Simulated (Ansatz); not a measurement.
Rows from a G0W0 calculation on BaTlI3 (cubic perovskite) (Pm-3m) (Ansatz 0.2.0; G0W0 on PBEsol, plane waves, PAW; 2×2×2 mesh, 393 empty bands, screening to 72 eV), in eV. Spin-orbit coupling is left out.

The structure was built from a prototype and need not be the compound's stable phase.

| row | Σx | Σc | Vxc | Z |
| --- | --- | --- | --- | --- |
| A | -5.26 | -3.15 | -9.18 | 0.78 |
| B | -5.74 | -3.25 | -9.79 | 0.77 |
| C | -17.60 | 2.10 | -14.57 | 0.76 |
| D | -4.46 | -2.98 | -8.08 | 0.79 |
| E | -17.20 | 2.04 | -14.23 | 0.75 |

Question: Which rows are filled states and which are empty ones, and how can one tell?

Filled: C and E. Empty: A, B and D. The sign of Σc tells: for a filled state bare exchange, which holds its interaction with itself, lies below Vxc (Σx − Vxc is -3.0 eV or lower here) and screening gives part back as a positive Σc. For an empty state Σx lies above Vxc (+3.6 eV or more) and the Coulomb hole leaves Σc negative.

[Runs of the session that timed out or met a known fault of the program may be left out.]

[Cells called generated may have been cut or substituted from an entry of the Crystallography Open Database or the Materials Project.]

[Hosts, paths, dates, database ids (printed as entryN), source tags and the programs' standing remarks are cut or masked in the printed files.]
